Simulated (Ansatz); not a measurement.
# Preparing SrICl (Pnma) as a host crystal

Before any defect goes in: SrICl (Pnma) at rest, and how it screens a charge.

Calculated with Ansatz 0.2.0; plane-wave PAW DFT, PBEsol; relaxation of the host's cell and atoms, in the first sound run; inputs show where later runs differ.

## Step 1: The starting structure

The structure is orthorhombic, space group Pnma (No. 62). The conventional cell has a = 8.448 Å, b = 4.539 Å, c = 10.342 Å, α = 90.00°, β = 90.00°, γ = 90.00°. Sr has 4 Cl at 2.95 to 3.58 Å and 5 I at 3.42 to 4.13 Å nearest. I has 5 Sr at 3.42 to 4.13 Å nearest. Nearest to Cl lie 4 Sr at 2.95 to 3.58 Å. Farther neighbours and most contacts between anions are not listed.

## Step 2: Host cell relaxation

Cell and atoms are relaxed together, until forces and stress fall under their thresholds.

cell/input.yaml reads:

```yaml
crystal:
  lattice:
    - [8.448365, 0.0, 0.0]
    - [0.0, 4.539047, 0.0]
    - [0.0, 0.0, 10.341839]
  atoms:
    - { symbol: Sr, position: [0.186445, 0.25, 0.129575] }
    - { symbol: Sr, position: [0.813555, 0.75, 0.870425] }
    - { symbol: Sr, position: [0.313555, 0.75, 0.629575] }
    - { symbol: Sr, position: [0.686445, 0.25, 0.370425] }
    - { symbol: I, position: [0.001663, 0.25, 0.675754] }
    - { symbol: I, position: [0.998337, 0.75, 0.324246] }
    - { symbol: I, position: [0.498337, 0.75, 0.175754] }
    - { symbol: I, position: [0.501663, 0.25, 0.824246] }
    - { symbol: Cl, position: [0.347088, 0.25, 0.450086] }
    - { symbol: Cl, position: [0.652912, 0.75, 0.549914] }
    - { symbol: Cl, position: [0.152912, 0.75, 0.950086] }
    - { symbol: Cl, position: [0.847088, 0.25, 0.049914] }
basis:
  ecutwfc: 420
  xc_grid: 2
hamiltonian:
  xc: pbesol
kpoints:
  mp_grid: { grid: [4, 6, 3] }
scf:
  occupations: { method: fixed }
  max_iter: 100
relax:
  f_tol: 0.005
  max_steps: 60
  cell: {}
output:
  forces: true
  stress: true
checkpoint:
  write: "../cell.run"
  compress: false
  write_wavefunctions: false
  write_every: 100000
```

Launch:

```
> ansatz run input.yaml --threads 8 --pin off --max-ram 14131MiB --backend cpu --events-out ev --progress --plain --runs-dir out
```

Numbers of over 12 decimals in the logs are rounded to 6 here.

Log:

```text
[... repeated set-up lines and file paths are left out, and long positions are rounded to six places ...]
Engine: ansatz 0.2.0, x86_64-unknown-linux-gnu
Pseudopotentials: kind: paw
Pseudopotential: Sr, paw, valence charge 10, recommended cutoff 420 eV (normal), Sr.paw.azcp
Pseudopotential: I, paw, valence charge 17, recommended cutoff 420 eV (normal), I.paw.azcp
Pseudopotential: Cl, paw, valence charge 7, recommended cutoff 420 eV (normal), Cl.paw.azcp
Functional definition: PBEsol
  exchange = pbesol_x
  correlation = pbesol_c
Crystal: 12 atoms, lattice volume = 396.584 Å³
Basis set: ecut = 420 eV, 7717 PW (Γ), exchange–correlation on 120×64×144 points (8 copies of the dense FFT grid, shifted against one another)
Bands: 82, of which v1, the nominal top of the filled ones, is band 68 counted from 1 (67 counted from 0)
Symmetry: 8 space group operations
Space group: Pnma (ITA 62), of the structure as read, at distance tolerance 7.3e-5 Å
k-points: 24 of 72
Non-local potential: Sr, projectors of the file, l = 0: 3, l = 1: 2, l = 2: 2
Non-local potential: I, projectors of the file, l = 0: 2, l = 1: 2, l = 2: 2, l = 3: 2
Non-local potential: Cl, projectors of the file, l = 0: 2, l = 1: 2, l = 2: 2
PAW form: soft (Blöchl's): semilocal exchange-correlation on the pseudo side does not see the compensation charge
PAW frozen core: Sr, regenerated for the run's functional, and the local potential with it (the file was generated under x = pbe(κ = 0.804, μ = 0.219515), c = pbe(β = 0.066725))
PAW frozen core: I, regenerated for the run's functional, and the local potential with it (the file was generated under x = pbe(κ = 0.804, μ = 0.219515), c = pbe(β = 0.066725))
PAW frozen core: Cl, regenerated for the run's functional, and the local potential with it (the file was generated under x = pbe(κ = 0.804, μ = 0.219515), c = pbe(β = 0.066725))
PAW one-centre angular grid: Sr, 110 points (default); XC on 64 Gauss nodes
PAW one-centre angular grid: I, 590 points (default); XC on 64 Gauss nodes
PAW one-centre angular grid: Cl, 110 points (default); XC on 64 Gauss nodes
Initial density: superposition of atomic densities (neutral atoms: chi_scale 0, normalization atom), corrected by the library's trained network
Initial wavefunctions: pseudopotential atomic-orbital guess
Functional: x = pbesol(κ = 0.804, μ = 0.123457), c = pbesol(β = 0.046)
SCF iter   1: F=—  HF=-47966.370035 eV  |F-HF|=—  |Δ(HF+E_count)|=         —  Δρ=3.10e-3  dr2=5.47e-2  ethr=1.77e-3  ⟨swp⟩=9.1  Hψ=8327  notcnv=0  defer=260
preconditioner: auto → Resta (q_TF=auto, 2.283 Å⁻¹)  ε∞=2.8  [insulator: Δε(μ)=3.618 eV  Ē_g=13.016 eV  n_scr=74 (ndim 8)  ℏωp=17.5 eV  f_vac=0.007  ε∞_Penn≈2.8]
SCF iter   2: F=—  HF=-47966.359035 eV  |F-HF|=—  |Δ(HF+E_count)|=   1.10e-2  Δρ=1.21e-3  dr2=6.33e-3  ethr=4.02e-5  ⟨swp⟩=4.5  Hψ=3516  notcnv=0  defer=285
SCF iter   3: F=—  HF=-47966.359539 eV  |F-HF|=—  |Δ(HF+E_count)|=   5.04e-4  Δρ=3.90e-4  dr2=5.12e-4  ethr=4.66e-6  ⟨swp⟩=3.4  Hψ=2842  notcnv=0  defer=284
SCF iter   4: F=—  HF=-47966.359872 eV  |F-HF|=—  |Δ(HF+E_count)|=   3.33e-4  Δρ=4.82e-5  dr2=8.99e-6  ethr=3.76e-7  ⟨swp⟩=2.1  Hψ=2697  notcnv=0  defer=284
SCF iter   5: F=—  HF=-47966.360041 eV  |F-HF|=—  |Δ(HF+E_count)|=   1.69e-4  Δρ=1.52e-5  dr2=9.28e-7  ethr=6.61e-9  ⟨swp⟩=2.1  Hψ=3508  notcnv=0  defer=284
SCF iter   6: F=-47966.360042 eV  HF=-47966.360042 eV  |F-HF|=4.55e-8  |Δ(HF+E_count)|=   6.44e-7  Δρ=3.24e-6  dr2=4.64e-8  ethr=7.35e-11  ⟨swp⟩=6.0  Hψ=8276  notcnv=0
SCF 1 converged in 6 iterations: F = -47966.360042 eV  dr2 = 4.64e-8
  greatest PAW one-centre occupation: 0.999 electrons in one spin orbital (limit 2), on the I atom at site 5 (counted from 0), in its partial waves of l = 2
relax step   1: F+E_penalty+E_count = -47966.36004180 eV  Δ(F+E_penalty+E_count) = +0.000e0 eV  max|allowed force component| = 6.036e-2 eV/Å  Δτ_max = 0.0000 Å  P = -1.738 GPa  Ω = 396.584 Å³  (6 SCF iters, dr2 threshold 1.00e-7 eV, accepted)
[... the SCF cycles and remarks between the steps are left out from here to the last step ...]
relax step   2: F+E_penalty+E_count = -47966.52745676 eV  Δ(F+E_penalty+E_count) = -1.674e-1 eV  max|allowed force component| = 9.660e-2 eV/Å  Δτ_max = 0.0442 Å  P = -0.513 GPa  Ω = 376.749 Å³  energy of the carried Pulay correction = +1.245e-3 eV  (6 SCF iters, dr2 threshold 1.20e-6 eV, accepted)
relax step   3: F+E_penalty+E_count = -47966.65573360 eV  Δ(F+E_penalty+E_count) = -1.283e-1 eV  max|allowed force component| = 1.175e-1 eV/Å  Δτ_max = 0.1171 Å  P = +0.679 GPa  Ω = 356.170 Å³  energy of the carried Pulay correction = +2.607e-3 eV  (6 SCF iters, dr2 threshold 1.20e-6 eV, accepted)
relax step   4: F+E_penalty+E_count = -47966.78924170 eV  Δ(F+E_penalty+E_count) = -1.335e-1 eV  max|allowed force component| = 4.731e-2 eV/Å  Δτ_max = 0.1192 Å  P = +0.533 GPa  Ω = 351.359 Å³  energy of the carried Pulay correction = +2.936e-3 eV  (6 SCF iters, dr2 threshold 1.20e-6 eV, accepted)
relax step   5: F+E_penalty+E_count = -47966.80116064 eV  Δ(F+E_penalty+E_count) = -1.192e-2 eV  max|allowed force component| = 2.520e-2 eV/Å  Δτ_max = 0.0378 Å  P = +0.072 GPa  Ω = 356.381 Å³  energy of the carried Pulay correction = +2.592e-3 eV  (5 SCF iters, dr2 threshold 8.72e-7 eV, accepted)
relax step   6: F+E_penalty+E_count = -47966.80257594 eV  Δ(F+E_penalty+E_count) = -1.415e-3 eV  max|allowed force component| = 7.580e-3 eV/Å  Δτ_max = 0.0137 Å  P = -0.015 GPa  Ω = 356.945 Å³  energy of the carried Pulay correction = +2.554e-3 eV  (5 SCF iters, dr2 threshold 7.90e-8 eV, accepted)
relax step   7: F+E_penalty+E_count = -47966.80271010 eV  Δ(F+E_penalty+E_count) = -1.342e-4 eV  max|allowed force component| = 7.007e-4 eV/Å  Δτ_max = 0.0047 Å  P = -0.001 GPa  Ω = 356.799 Å³  energy of the carried Pulay correction = +2.564e-3 eV  (6 SCF iters, dr2 threshold 3.59e-9 eV, accepted)
Basis set: ecut = 420 eV, 6987 PW (Γ), exchange–correlation on 120×64×128 points (8 copies of the dense FFT grid, shifted against one another)
Initial wavefunctions: pseudopotential atomic-orbital guess (no wavefunctions were taken with the density)
iter 1 solved again at ethr=1.85e-8 eV; its pass at ethr=3.10e-3 eV (dr2=2.51e-5 eV) is discarded
SCF iter   1: F=—  HF=-47966.798435 eV  |F-HF|=—  |Δ(HF+E_count)|=         —  Δρ=2.58e-4  dr2=7.19e-6  ethr=1.85e-8  ⟨swp⟩=6.2  Hψ=15398  notcnv=0  defer=287
SCF iter   2: F=—  HF=-47966.799982 eV  |F-HF|=—  |Δ(HF+E_count)|=   1.55e-3  Δρ=1.30e-4  dr2=1.82e-6  ethr=5.29e-9  ⟨swp⟩=3.0  Hψ=3683  notcnv=0  defer=282
SCF iter   3: F=—  HF=-47966.800476 eV  |F-HF|=—  |Δ(HF+E_count)|=   4.94e-4  Δρ=7.71e-6  dr2=1.40e-8  ethr=1.34e-9  ⟨swp⟩=2.0  Hψ=2439  notcnv=0  defer=282
SCF iter   4: F=—  HF=-47966.800478 eV  |F-HF|=—  |Δ(HF+E_count)|=   1.59e-6  Δρ=7.43e-7  dr2=1.35e-9  ethr=1.03e-11  ⟨swp⟩=2.0  Hψ=3401  notcnv=0  defer=282
SCF iter   5: F=—  HF=-47966.800478 eV  |F-HF|=—  |Δ(HF+E_count)|=   1.56e-9  Δρ=1.62e-7  dr2=1.21e-10  ethr=1.00e-12  ⟨swp⟩=2.0  Hψ=2555  notcnv=0  defer=282
SCF iter   6: F=-47966.800478 eV  HF=-47966.800478 eV  |F-HF|=1.46e-11  |Δ(HF+E_count)|=  8.73e-11  Δρ=5.82e-8  dr2=1.93e-11  ethr=1.00e-12  ⟨swp⟩=5.0  Hψ=6232  notcnv=0
SCF 8 converged in 6 iterations: F = -47966.800478 eV  dr2 = 1.93e-11
relax step   8: F+E_penalty+E_count = -47966.80047763 eV  Δ(F+E_penalty+E_count) = +2.232e-3 eV  max|allowed force component| = 7.493e-4 eV/Å  Δτ_max = 0.0000 Å  P = -0.002 GPa  Ω = 356.799 Å³  stress off target by 3.04e-3 GPa  SCF on the basis re-selected at this cell (its energy is not comparable with the rows above)  (6 SCF iters)
basis re-selected at this cell: Δ(F+E_penalty+E_count) = +2.232e-3 eV, ΔP = -0.002 GPa vs the last step (what re-selecting the basis moved, of the pressure what is left beyond the Pulay correction that the steps carried, after the strain that the cell walked [...]
SCF converged after 6 iterations
Free energy (F): -47966.800478 eV
Harris-Foulkes:  -47966.800478 eV  (|F-HF|=1.46e-11)
Internal energy: -47966.800478 eV  (E = F + TS)
E sigma→0 (E₀):  -47966.800478 eV
Fermi energy:    6.135622 eV
--- Per-component energies (eV) ---
  E_band       = -1838.953258
  E_kinetic    = 2383.155010
  E_local      = -10953.462955  (includes V_loc(G=0)·N_el)
  E_nonlocal   = 575.154461
  E_hartree    = 4817.778855
  E_xc         = -1622.829595
  E_vxc        = -1650.348656  (∫ρ·V_xc dr)
  E_paw        = -32094.340016  (= ΣΔE_a)
  E_vpaw       = -1829.009407  (= ΣTr[D̂ρ^β])
  E_aug_tail   = 0.000457  (compensation charges beyond the density's cutoff)
  E_ewald      = -11074.756381
  E_core_change = 2.499686  (= ΣΔE_core)
  E_smearing   = -0.000000  (= −TS)
  E_closure    = -0.000000  (closes the sum)
  Σ components = -47966.800478   (vs F -47966.800478, Δ=0.00e0)
--- Forces (eV/Å), atoms counted from 1 ---
  atom   1  Sr    -0.00026609     0.00000000     0.00005319
  atom   2  Sr     0.00026609    -0.00000000    -0.00005319
  atom   3  Sr     0.00026609    -0.00000000     0.00005319
  atom   4  Sr    -0.00026609     0.00000000    -0.00005319
  atom   5  I     -0.00074932     0.00000000    -0.00040096
  atom   6  I      0.00074932    -0.00000000     0.00040096
  atom   7  I      0.00074932     0.00000000    -0.00040096
  atom   8  I     -0.00074932    -0.00000000     0.00040096
  atom   9  Cl    -0.00011929     0.00000000    -0.00033302
  atom  10  Cl     0.00011929    -0.00000000     0.00033302
  atom  11  Cl     0.00011929     0.00000000    -0.00033302
  atom  12  Cl    -0.00011929    -0.00000000     0.00033302
  max |Σ_I F_I| component: 6.94e-18 eV/Å
--- Stress (GPa, compression-positive) ---
       -0.002117      -0.000000       0.000000
       -0.000000      -0.003041       0.000000
        0.000000       0.000000      -0.002261
  P = ⅓ Tr σ = -0.0025 GPa (-0.025 kbar)
--- Relaxed structure (7 steps of the walk, 7 accepted, 1 SCFs on fresh bases) ---
  F+E_penalty+E_count = -47966.80047763 eV   max|allowed force component| = 7.493e-4 eV/Å   (the final SCF, on the basis selected at the relaxed cell)
  cell:  # Å, volume = 356.7987 Å³
    - [8.155917, 0, 0]
    - [0, 4.680011, 0]
    - [0, 0, 9.347674]
  atoms:
    - { symbol: Sr, position: [0.214734, 0.25, 0.121101] }
    - { symbol: Sr, position: [0.785266, 0.75, 0.878899] }
    - { symbol: Sr, position: [0.285266, 0.75, 0.621101] }
    - { symbol: Sr, position: [0.714734, 0.25, 0.378899] }
    - { symbol: I, position: [-0.025427, 0.25, 0.668487] }
    - { symbol: I, position: [1.025427, 0.75, 0.331513] }
    - { symbol: I, position: [0.525427, 0.75, 0.168487] }
    - { symbol: I, position: [0.474573, 0.25, 0.831513] }
    - { symbol: Cl, position: [0.355513, 0.25, 0.434749] }
    - { symbol: Cl, position: [0.644487, 0.75, 0.565251] }
    - { symbol: Cl, position: [0.144487, 0.75, 0.934749] }
    - { symbol: Cl, position: [0.855513, 0.25, 0.065251] }
```

It took 32 s on 8 threads of Intel Xeon Platinum 8375C at 2.90GHz (Ice Lake), shared host; peak memory 1.9 GiB; 3.8 min of CPU time.

Step by step:

| step | energy less that of the first step (eV) | largest force component (eV/Å) | pressure (GPa) | volume (Å³) |
| --- | --- | --- | --- | --- |
| 1 | 0.0000 | 0.0604 | -1.74 | 396.58 |
| 2 | -0.1674 | 0.0966 | -0.51 | 376.75 |
| 3 | -0.2957 | 0.1175 | 0.68 | 356.17 |
| 4 | -0.4292 | 0.0473 | 0.53 | 351.36 |
| 5 | -0.4411 | 0.0252 | 0.07 | 356.38 |
| 6 | -0.4425 | 0.0076 | -0.01 | 356.94 |
| 7 | -0.4427 | 0.0007 | 0.00 | 356.80 |
| 8* | -0.4404 | 0.0007 | 0.00 | 356.80 |

Relaxation steps marked * repeat the geometry before them on a plane-wave basis chosen anew for their cell, so energy and pressure can jump there.

The run keeps the 8 symmetry operations that it works with, so distortions that break them were not tested.

| conventional cell, symmetrised | before | after | change |
| --- | --- | --- | --- |
| a (Å) | 8.448 | 8.156 | -3.5 % |
| b (Å) | 4.539 | 4.680 | +3.1 % |
| c (Å) | 10.342 | 9.348 | -9.6 % |
| volume (Å³/atom) | 33.05 | 29.73 | -10.0 % |

The atoms that moved most (Å, as changes of fractional coordinates times the final cell):

| atom | dx | dy | dz | length |
| --- | --- | --- | --- | --- |
| Sr3 | -0.231 | 0.000 | -0.079 | 0.244 |
| Sr1 | 0.231 | 0.000 | -0.079 | 0.244 |
| Sr4 | 0.231 | 0.000 | 0.079 | 0.244 |
| Sr2 | -0.231 | 0.000 | 0.079 | 0.244 |
| I8 | -0.221 | 0.000 | 0.068 | 0.231 |
| I5 | -0.221 | 0.000 | -0.068 | 0.231 |
| I7 | 0.221 | 0.000 | -0.068 | 0.231 |
| I6 | 0.221 | 0.000 | 0.068 | 0.231 |

This step gave:

| Item | Value |
| --- | --- |
| pressure | -0.002473 GPa |

The relaxation ends with a largest force component of 7.5e-4 eV/Å and a pressure of 0.00 GPa.

(Part 1 of 2 ends here.)

[Logs are printed without paths, hosts, clocks, repeated set-up lines and the standing remarks that a program may print on its own settings, such as how far it seeks lower states.]

[Hosts, paths, dates, database ids (printed as entryN), source tags and the programs' standing remarks are cut or masked in the printed files.]

[Runs of the host that timed out are not shown.]

[For some hosts the program warned that the k-mesh of the response run may be too coarse for force constants and the static dielectric constant; such warnings are not always shown.]
